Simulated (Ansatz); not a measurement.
# How fast states decay through Sc2ZnTe4, part 2 of 2

Wanted: the relaxed cell of Sc2ZnTe4, its band edges and its decay constants. It is built by putting Sc for Al in the Al2ZnTe4 structure of space group I-4, with the volume rescaled by atomic radii. The parent structure comes from the Materials Project.

Ansatz 0.2.0; PBE DFT, plane waves, PAW files (the session's first sound run).

So far. Step 2 (Cell and atoms at rest): The largest force component on a free atom ends at 0.0023 eV/Å.

The structure was built from a prototype and need not be the compound's stable phase.

## 3. The bulk crystal and its band edges

The energy window and the wavevectors of the next steps follow from the band edges, so these are searched first, off the mesh as well.

input.yaml

```yaml
crystal:
  lattice:
    - [-3.1521240234, 3.1521240234, 6.3453902027]
    - [3.1521240234, -3.1521240234, 6.3453902027]
    - [3.1521240234, 3.1521240234, -6.3453902027]
  atoms:
    - { symbol: Sc, position: [0.25, 0.75, 0.5] }
    - { symbol: Sc, position: [0.5, 0.5, 0.0] }
    - { symbol: Zn, position: [0.0, 0.0, 0.0] }
    - { symbol: Te, position: [0.6422582521, 0.1267352311, 0.0234686499] }
    - { symbol: Te, position: [0.3812103978, 0.3577417479, 0.484476979] }
    - { symbol: Te, position: [0.8732647689, 0.8967334188, 0.515523021] }
    - { symbol: Te, position: [0.1032665812, 0.6187896022, 0.9765313501] }
kpoints:
  mp_grid: { grid: [6, 6, 6] }
  band_path: { path: [VBM, CBM], npoints: 30 }
scf:
  occupations: { method: fixed }
hamiltonian:
  xc: pbe
output:
  eigenvalues: true
  write_potential: true
  write_density: true
  volumetric_format: npy
  elf: true
```

On the command line:

```sh
$ ansatz run input.yaml --threads 2 --pin off --max-ram 4096MiB --backend cpu --events-out ev --progress --plain --runs-dir out
```

Numbers of over 12 decimals in the logs are rounded to 6 here.

Output:

```text
[...]
Crystal: 7 atoms, lattice volume = 252.188 Å³
Basis set: ecut = 420 eV, 4925 PW (Γ)
Bands: 59, of which v1, the nominal top of the filled ones, is band 49 counted from 1 (48 counted from 0)
Symmetry: 4 space group operations
[...]
k-points: 36 of 216 (time reversal used)
[...]
SCF iter   1: F=—  HF=-35515.969163 eV  |F-HF|=—  |Δ(HF+E_count)|=         —  Δρ=1.93e-3  dr2=9.36e-3  ethr=1.77e-3  ⟨swp⟩=5.2  Hψ=7064  notcnv=0  defer=208
[...]
SCF iter   8: F=-35515.967913 eV  HF=-35515.967913 eV  |F-HF|=8.00e-8  |Δ(HF+E_count)|=   8.74e-7  Δρ=3.66e-6  dr2=5.61e-8  ethr=1.02e-10  ⟨swp⟩=9.6  Hψ=8630  notcnv=0
SCF 1 converged in 8 iterations: F = -35515.967913 eV  dr2 = 5.61e-8
[...]
NSCF: frozen V_eff on 36 k-points
[...]
SCF converged after 8 iterations
Free energy (F): -35515.967913 eV
[...]
Internal energy: -35515.967913 eV  (E = F + TS)
E sigma→0 (E₀):  -35515.967913 eV
Fermi energy:    5.174344 eV
[...]
--- Band table (eV; the first three rows and the last of 36) ---
  k-point 0: bands = [... 45 lower, 4.2342, 4.7675, 4.8575, 4.8575, 6.6530, 6.7823, 7.3099, 7.3099, ... 6 higher]
  k-point 1: bands = [... 45 lower, 4.2839, 4.5714, 4.8558, 4.9781, 6.7864, 6.9212, 7.2531, 7.3623, ... 6 higher]
  k-point 2: bands = [... 45 lower, 4.3782, 4.6138, 4.8875, 5.1253, 6.9722, 7.1835, 7.3242, 7.4748, ... 6 higher]
  k-point 35: bands = [... 45 lower, 4.2801, 4.6620, 4.9218, 4.9218, 6.4175, 7.1511, 7.2172, 7.2386, ... 6 higher]
```

The job ended after 62 s (2 threads of Intel Xeon Platinum 8488C (Sapphire Rapids), shared host; peak memory 0.87 GiB; 2 min of CPU time).

Numbers from this step:

```yaml
free_energy: -35515.9679 eV
fermi_energy: 5.174 eV
gap_on_the_k_mesh: 1.243 eV
gap_on_path: 1.243 eV, by band count; negative where bands overlap
direct_gap_on_path: 1.496 eV
edge_places_on_path: 0, 0.8613 1/A along the path
```

The electronic bands at the labelled points (eV, zero at the Fermi level (highest filled level under fixed occupations); v1 is the highest filled band, c1 the lowest empty one):

```tsv
point	v4	v3	v2	v1	c1	c2	c3	c4
VBM	-0.60	-0.34	-0.34	0.00	1.87	2.03	2.15	2.29
halfway	-0.83	-0.52	-0.29	-0.19	1.73	1.99	2.15	2.20
CBM	-0.89	-0.51	-0.25	-0.25	1.24	1.98	2.04	2.06
```

Valence density in the ac plane of the conventional cell at fractional y = 0.000, with atoms of Sc and Zn within 0.2 Å of it. It is the smooth field of the valence electrons, not physical close to the nuclei.

Ten steps, logarithmic in the rise over the least value, from '_' (0 e/Å³) to '@' (25 e/Å³), each cell a mean:
```
%%++::..______________________..--##
::....________________________....::
____________________________________
____________________________________
____________________________________
____________________________________
____________________________________
____________________________________
____________________________________
____________________________________
==--..________________________..::==
##**--..______________________::++**
**++--________________________..==**
--::..__________________________..::
____________________________________
____________________________________
____________..::====--..____________
____________::++**##**--____________
____________..==****++--____________
______________..::--::..____________
____________________________________
..__________________________________
==::..________________________..::--
@@**::..______________________..==%%
```
Columns run along a (6.3 Å), rows up along c (12.7 Å), edges of the conventional cell, whose origin can differ from the input's. Atoms in or near the plane, at fractional coordinates: Sc at (0.50, 0.25), Sc at (0.00, 0.50), Zn at (0.00, 0.00).

ELF in the ac plane of the conventional cell at fractional y = 0.000, with atoms of Sc and Zn within 0.2 Å of it. It is the smooth field of the valence electrons, not physical close to the nuclei.

Ten even steps from '_' (0.00) to '@' (0.71), each cell a mean:
```
__..::::--::..________....::--::..__
::::--++****==::____..==++****==::::
::--++##@@@@%%==..__::##@@@@%%**==::
..::++%%@@@@%%++..__--##@@@@@@**--..
__..--++****++::____..==******==..__
______........__________......______
______........________..........____
__..--++****++--..__..==******==::__
__::**%%@@@@%%++..__--##@@@@@@##==..
__..==%%@@@@%%==..__::**@@@@@@**::..
##**::::++**==::____..--++**==::==##
==@@**........________......__--@@**
**@@++....::..________..::::..::%%%%
++--::--**##++--....::==**##++::::==
__..==##@@@@##==....--**%%@@%%**::__
__::==##%%##++::......--##%%##**--..
__..::--==--::==####**::::====--..__
______....__--@@**==@@**____..______
____..::::..::%%%%**@@++....::..____
__..--++**++::::==++==::==****==::__
..::==##%%%%**--..__::++%%%%##**--..
::--==**####**==....::++####**++--::
..::::--====--..____..::--====--::..
____::::::..____________..::::::..__
```
Columns run along a (6.3 Å), rows up along c (12.7 Å), edges of the conventional cell, whose origin can differ from the input's. Atoms in or near the plane, at fractional coordinates: Sc at (0.50, 0.25), Sc at (0.00, 0.50), Zn at (0.00, 0.00).

Electrostatic potential energy in the ac plane of the conventional cell at fractional y = 0.000, with atoms of Sc and Zn within 0.2 Å of it. With pseudopotentials it is smooth inside the atoms' cores, unlike the true potential.

Ten even steps from '0' (-37 eV) to '9' (11 eV), each cell a mean:
```
025899999999999731
578999999999999876
999999999999999999
999999999999999999
999999999999999999
999999999999999999
999999999999999999
999999999999999999
999999999999999999
788999999999999988
247899999999998753
004799999999998610
015799999999998620
567899999999999875
889999999999999998
999999988888999999
999998753347899999
999998610004789999
999998620015799999
999999875567899999
999999998889999999
899999999999999998
357999999999999864
015899999999999720
```
Columns run along a (6.3 Å; values clipped at the 3rd and 97th percentile), rows up along c (12.7 Å), edges of the conventional cell, whose origin can differ from the input's. Atoms in or near the plane, at fractional coordinates: Sc at (0.50, 0.25), Sc at (0.00, 0.50), Zn at (0.00, 0.00).

The searched edges give 1.24 eV, as on the mesh.

## 4. Decaying states in the gap

This step: PBE DFT, plane waves, PAW files; complex bands by layer matching along the plane's normal (Ansatz 0.2.0).

The same crystal is laid in a cell whose first two vectors span the (001) plane (indices of the standard conventional cell, whose axes can be ordered otherwise than in the bulk input). At fixed energy and wavevector in the plane the solver finds all kz, real and complex. A few wavevectors are listed, (0, 0) and (-0.5, -0.5) in units of the plane's reciprocal vectors; the slowest state needn't be among them.

input.yaml

```yaml
crystal:
  lattice:
    - [6.304248047, 0.0, 0.0]
    - [0.0, 6.304248047, 0.0]
    - [3.152124023, 3.152124023, 6.345390203]
  atoms:
    - { symbol: Sc, position: [0.25, 0.75, 0.5] }
    - { symbol: Sc, position: [0.5, 0.5, 0.0] }
    - { symbol: Zn, position: [0.0, 0.0, 0.0] }
    - { symbol: Te, position: [0.3812103978, 0.8967334188, 0.7455248333] }
    - { symbol: Te, position: [0.1032665812, 0.1267352311, 0.2544751667] }
    - { symbol: Te, position: [0.6422582521, 0.6187896022, 0.2544751667] }
    - { symbol: Te, position: [0.8732647689, 0.3577417479, 0.7455248333] }
kpoints:
  mp_grid: { grid: [4, 4, 4] }
scf:
  occupations: { method: fixed }
hamiltonian:
  xc: pbe
output:
  eigenvalues: true
  transmission:
    leads: [[0, 0]]
    kpoints: [[0.0, 0.0], [-0.5, -0.5]]
    e_range: [-1.0, 2.24]
    de: 0.08
```

Output:

```text
[...]
Crystal: 7 atoms, lattice volume = 252.188 Å³
Basis set: ecut = 420 eV, 4925 PW (Γ)
Bands: 59, of which v1, the nominal top of the filled ones, is band 49 counted from 1 (48 counted from 0)
Symmetry: 4 space group operations
[...]
k-points: 14 of 64 (time reversal used)
[...]
SCF iter   1: F=—  HF=-35515.969150 eV  |F-HF|=—  |Δ(HF+E_count)|=         —  Δρ=1.93e-3  dr2=9.36e-3  ethr=1.77e-3  ⟨swp⟩=5.3  Hψ=2759  notcnv=0  defer=82
[...]
SCF iter   8: F=-35515.967798 eV  HF=-35515.967798 eV  |F-HF|=7.80e-8  |Δ(HF+E_count)|=   8.62e-7  Δρ=3.66e-6  dr2=5.54e-8  ethr=1.02e-10  ⟨swp⟩=10.1  Hψ=3413  notcnv=0
SCF 1 converged in 8 iterations: F = -35515.967798 eV  dr2 = 5.54e-8
[...]
transmission: 10 of 20 steps passed
transmission: 20 of 20 steps passed
SCF converged after 8 iterations
Free energy (F): -35515.967798 eV
[...]
Internal energy: -35515.967798 eV  (E = F + TS)
E sigma→0 (E₀):  -35515.967798 eV
Fermi energy:    5.174364 eV
[...]
--- Band table (eV; the first three rows and the last of 14) ---
  k-point 0: bands = [... 45 lower, 4.2342, 4.7675, 4.8575, 4.8575, 6.6530, 6.7822, 7.3098, 7.3098, ... 6 higher]
  k-point 1: bands = [... 45 lower, 4.2534, 4.5275, 4.8832, 4.8832, 6.5135, 7.1321, 7.2994, 7.2994, ... 6 higher]
  k-point 2: bands = [... 45 lower, 4.2801, 4.6620, 4.9218, 4.9218, 6.4175, 7.1511, 7.2172, 7.2386, ... 6 higher]
  k-point 13: bands = [... 45 lower, 4.4811, 4.7715, 4.8111, 5.1605, 6.9325, 7.1864, 7.4137, 7.5473, ... 6 higher]
--- Transmission ---
  basis      : 349 plane waves across, 10 finite elements along
  points     : 2, as listed
  energies   : 41 from -1.000000 to 2.200000 eV about the Fermi level, 0.080000 eV apart; the leads are filled to 0.621572 eV, and channels, transmission and decay are at 0.600000 eV
  crystal 0  : Te4Sc2Zn1, at the sites [0, 0], period 6.3454 Å: whole cells are its period
    offset         : up to 0.0000 Å between an atom of the period and one for which it stands
    channels       : 0.000000e0 a spin
    conductance    : none, the energies end too early or step too widely for 300 K: set another output.transmission.e_range or a lower de, or, where they end at an eighth of basis.ecutwfc, a higher one
    slowest decay  : 0.2825 /Å at (0.0000, 0.0000)
```

Elapsed: 1.7 min, on 2 threads; peak memory 1.3 GiB; 2.7 min of CPU time.

This step gave:

| Property | Result |
| --- | --- |
| free energy | -35515.9678 eV |
| level to which the leads are filled | 0.6216 eV from the Fermi level |
| decay constant at the filling level, zone centre | 0.2825 Å⁻¹ |
| decay constant at the filling level, slowest listed point | 0.2825 Å⁻¹ |

K parallel (0, 0); values up to 1.5 1/Å, a degenerate pair printed once or twice; energies at which all values exceed this have no row. The Im kz of the slowest decaying states by energy, zero at the highest filled level on the SCF mesh:

```tsv
energy (eV)	decay 1 (Å⁻¹)	decay 2 (Å⁻¹)	decay 3 (Å⁻¹)	decay 4 (Å⁻¹)
-1.00	0.0811	0.205	0.531	0.531
-0.76	0.0833	0.243	0.340	0.597
-0.52	0.262	0.517	0.580	0.839
-0.28	0.129	0.205	0.264	0.563
-0.12	0.184	0.259	0.267	0.552
-0.04	0.203	0.268	0.301	0.546
0.12	0.232	0.281	0.335	0.537
0.36	0.263	0.291	0.357	0.530
0.60	0.282	0.293	0.363	0.529
0.84	0.263	0.296	0.305	0.360
1.08	0.194	0.316	0.318	0.349
1.32	0.273	0.316	0.331	0.346
1.48	0.0112	0.265	0.309	0.313
1.72	0.246	0.273	0.282	0.349
1.96	0.118	0.188	0.226	0.345
2.20	0.112	0.157	0.225	0.342
```

K parallel (-0.5, -0.5); values up to 1.5 1/Å, a degenerate pair printed once or twice; energies at which all values exceed this have no row. Im kz of the slowest decaying states against energy, zero at the highest filled level on the SCF mesh:

```tsv
energy (eV)	decay 1 (Å⁻¹)	decay 2 (Å⁻¹)	decay 3 (Å⁻¹)	decay 4 (Å⁻¹)
-1.00	0.0506	0.106	0.631	0.881
-0.84	0.106	0.106	0.524	0.829
-0.76	0.0624	0.207	0.552	0.765
-0.60	0.0406	0.0407	0.411	0.486
-0.52	0.261	0.277	0.376	0.635
-0.36	0.560	0.642	0.804	0.804
-0.20	0.191	0.294	0.565	0.602
-0.12	0.229	0.384	0.476	0.476
-0.04	0.191	0.259	0.610	0.617
0.04	0.193	0.284	0.620	0.683
0.12	0.261	0.307	0.620	0.688
0.28	0.321	0.347	0.614	0.614
0.44	0.365	0.384	0.600	0.6
0.52	0.386	0.386	0.403	0.590
0.68	0.441	0.448	0.557	0.624
0.76	0.486	0.486	0.493	0.516
0.92	0.506	0.506	0.534	0.534
1.08	0.409	0.506	0.590	0.603
1.16	0.376	0.504	0.589	0.612
1.32	0.318	0.497	0.581	0.613
1.40	0.289	0.492	0.574	0.594
1.56	0.222	0.475	0.557	0.558
1.72	0.104	0.394	0.498	0.524
1.80	0.352	0.499	0.509	0.527
1.96	0.0892	0.216	0.481	0.487
2.04	0.0904	0.0904	0.0921	0.465
2.20	0.205	0.415	0.432	0.450
```

At the listed wavevectors the last open channel is at -0.28 eV and the next at +1.32 eV on the grid, wider than the gap, since narrow bands can fall between grid energies. At +0.60 eV, the grid energy nearest the filling level (the middle of the gap on the SCF mesh), the slowest state at the listed wavevectors decays with κ = 0.282 Å⁻¹, its amplitude falling by e over 3.5 Å. Through 1 nm of this crystal that state's transmission falls by exp(−2 × 0.282 Å⁻¹ × 10 Å) = 0.0035.

## 5. Decay over the two-dimensional zone

The listed points could miss the slowest state, so one energy near mid-gap is solved on a mesh of 6×6.

input.yaml, as its differences from that of step 4:

```diff
@@ -21,6 +21,2 @@
   eigenvalues: true
-  transmission:
-    leads: [[0, 0]]
-    kpoints: [[0.0, 0.0], [-0.5, -0.5]]
-    e_range: [-1.0, 2.24]
-    de: 0.08
+  transmission: { leads: [[0, 0]], kmesh: [6, 6], e_range: [0.62, 0.63], de: 0.05 }
```

Output:

```text
[...]
Crystal: 7 atoms, lattice volume = 252.188 Å³
Basis set: ecut = 420 eV, 4925 PW (Γ)
Bands: 59, of which v1, the nominal top of the filled ones, is band 49 counted from 1 (48 counted from 0)
Symmetry: 4 space group operations
[...]
k-points: 14 of 64 (time reversal used)
[...]
SCF iter   1: F=—  HF=-35515.969150 eV  |F-HF|=—  |Δ(HF+E_count)|=         —  Δρ=1.93e-3  dr2=9.36e-3  ethr=1.77e-3  ⟨swp⟩=5.3  Hψ=2759  notcnv=0  defer=82
[...]
SCF iter   8: F=-35515.967798 eV  HF=-35515.967798 eV  |F-HF|=7.80e-8  |Δ(HF+E_count)|=   8.62e-7  Δρ=3.66e-6  dr2=5.54e-8  ethr=1.02e-10  ⟨swp⟩=10.1  Hψ=3413  notcnv=0
SCF 1 converged in 8 iterations: F = -35515.967798 eV  dr2 = 5.54e-8
[...]
transmission: 32 of 160 steps passed
transmission: 64 of 160 steps passed
[...]
transmission: 160 of 160 steps passed
SCF converged after 8 iterations
Free energy (F): -35515.967798 eV
[...]
Internal energy: -35515.967798 eV  (E = F + TS)
E sigma→0 (E₀):  -35515.967798 eV
Fermi energy:    5.174364 eV
[...]
--- Band table (eV; the first three rows and the last of 14) ---
  k-point 0: bands = [... 45 lower, 4.2342, 4.7675, 4.8575, 4.8575, 6.6530, 6.7822, 7.3098, 7.3098, ... 6 higher]
  k-point 1: bands = [... 45 lower, 4.2534, 4.5275, 4.8832, 4.8832, 6.5135, 7.1321, 7.2994, 7.2994, ... 6 higher]
  k-point 2: bands = [... 45 lower, 4.2801, 4.6620, 4.9218, 4.9218, 6.4175, 7.1511, 7.2172, 7.2386, ... 6 higher]
  k-point 13: bands = [... 45 lower, 4.4811, 4.7715, 4.8111, 5.1605, 6.9325, 7.1864, 7.4137, 7.5473, ... 6 higher]
--- Transmission ---
  basis      : 349 plane waves across, 8 finite elements along
  points     : 20, standing for a mesh of 6 x 6
  energies   : 1 from 0.620000 to 0.620000 eV about the Fermi level; the leads are filled to 0.621572 eV, and channels, transmission and decay are at 0.620000 eV
  crystal 0  : Te4Sc2Zn1, at the sites [0, 0], period 6.3454 Å: whole cells are its period
[...]
channels       : 0.000000e0 a spin
    conductance    : none, crystal 0 has no channel at the energies, or these end too early or step too widely for 300 K: set another output.transmission.e_range or a lower de, or, where they end at an eighth of basis.ecutwfc, a higher one
    slowest decay  : 0.2838 /Å at (0.0000, 0.0000)
```

It took 75 s on 2 threads; peak memory 1.6 GiB.

This step gave:

```
least decay constant on the mesh : 0.2838 Å⁻¹
```

Slowest decay constant (1/Å; 0 where a channel is open) over k1 and k2. At 0.6200 eV from the Fermi level.

Values, 6 rows by 6 columns:
```
0.430 0.401 0.415 0.314 0.445 0.401
0.383 0.445 0.358 0.298 0.358 0.415
0.354 0.314 0.298 0.284 0.298 0.314
0.383 0.415 0.358 0.298 0.358 0.445
0.430 0.401 0.445 0.314 0.415 0.401
0.417 0.430 0.383 0.354 0.383 0.430
```
Columns: k1 (b1) from -0.5 to 0.333; rows upwards: k2 (b2) from -0.5 to 0.333.

The least value on the mesh is 0.284 Å⁻¹ at +0.62 eV. At that energy the listed points give about 0.284 Å⁻¹ by interpolation, so the mesh holds no clearly slower state.

## 6. Outcome

```yaml
band_gap: 1.24 eV
least_decay_constant_at_mid_gap_normal_to_001: 0.282 Å⁻¹
least_decay_constant_on_a_mesh_normal_to_001: 0.284 Å⁻¹
```

In words: With PBE, the slowest decay at the wavevectors tried is κ = 0.282 Å⁻¹, normal to (001). Through such a film the transmission near mid-gap falls as exp(−2κd), a factor of ten every 4.1 Å. A free electron under a barrier of half the gap would need a mass of 0.49 mₑ to decay at this rate. The compound is made up by substitution; its stability against other phases and against distortions of the cell's symmetry was not tested. A semilocal functional narrows gaps, while spin-orbit coupling, left out here, narrows them in compounds of heavy elements, so the error in κ can go either way.

[Logs are printed without paths, hosts, clocks, repeated set-up lines and the standing remarks that a program may print on its own settings, such as how far it seeks lower states.]

[Hosts, paths, dates, database ids (printed as entryN), source tags and the programs' standing remarks are cut or masked in the printed files.]
